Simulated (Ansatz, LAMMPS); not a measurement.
# Force difference against the spacing of support functions in ionic liquid Pyr13+ BF4- at 450 K (128 atoms)

Density of this cell: 1.16 g/cm³. The cell holds 128 atoms: 32 C, 4 N, 72 H, 4 B and 16 F. Its edges and angles: a = 10.731 Å, b = 10.731 Å, c = 10.731 Å, α = 90.0°, β = 90.0°, γ = 90.0°. 4 Pyr13+, 4 BF4- placed at random, at 1.16 g/cm³; overlaps pushed apart, then 10 ps at 700 K with stiff harmonic cages for PF6 and BF4 with UFF radii; MMFF94 bonds, angles, torsions, charges and radii (Halgren, J. Comput. Chem. 17, 490 (1996)) in harmonic and 12-6 forms; charges of ions scaled by 0.8. Snapshot after 30 ps at 450 K and fixed volume.

Calculated with Ansatz 0.2.0: Kohn-Sham DFT, PBE+D4, PAW (set soft_2), localised support functions (medium), with the spacing typed; the reference is Kohn-Sham DFT, PBE+D4, PAW (set soft_2), plane waves, cutoff 750 eV, Γ point, gaussian smearing of 0.025 eV, with an r.m.s. force component of 0.951 eV/Å.

| spacing (Å) | r.m.s. force difference (meV/Å) | time |
| --- | --- | --- |
| 0.144 | 0.542 | 51 s |
| 0.162 | ? | ? |
| 0.207 | 0.63 | 19 s |
| 0.234 | 1.069 | 17 s |
| 0.27 | 1.135 | 16 s |
| 0.324 | 25.88 | 12 s |

Task: Fit a power law of the spacing to the rows given and interpolate to the withheld row.

**Working.**

A power law y = A x^b is a line in u = ln x and v = ln y.

```
u = ln x   v = ln y
-1.93794  -0.612489
-1.57504  -0.462035
-1.45243  0.0667236
-1.30933   0.126633
-1.12701    3.25351
```

With n = 5: mean u = -1.48035, mean v = 0.474468, Σ(u − ū)² = 0.37323, Σ(u − ū)(v − v̄) = 1.4971. Slope b = 1.4971 / 0.37323 = 4.0113; intercept a = v̄ − b ū = 6.4126.

At the withheld row u = -1.820, v = a + b u = -0.8886, and y = exp(v).

Prediction at 0.162: 0.4112 meV/Å. The run gave 0.594 meV/Å, so the fit is low by 0.18 meV/Å (31 % of the value).

The fitted exponent is 4.0. Between neighbouring rows, the withheld one included, the exponents are 0.78, 0.24, 4.3, 0.42 and 17, so one power law doesn't hold over the range: the values level off at a floor. Among the rows given, the largest relative miss of the fit is at 0.27, by 2.1 meV/Å (181 %).

Limits: The difference holds the reference's own basis error, which sets a floor under it.

[Logs are printed without paths, hosts, clocks, repeated set-up lines and the standing remarks that a program may print on its own settings, such as how far it seeks lower states.]

[Hosts, paths, dates, database ids (printed as entryN), source tags and the programs' standing remarks are cut or masked in the printed files.]

[The MMFF94 radii named for the starting cell were scaled by 0.96; in molecules described by MMFF94, hydrogen bound to N, O or S took a small fixed 12-6 site in their place.]
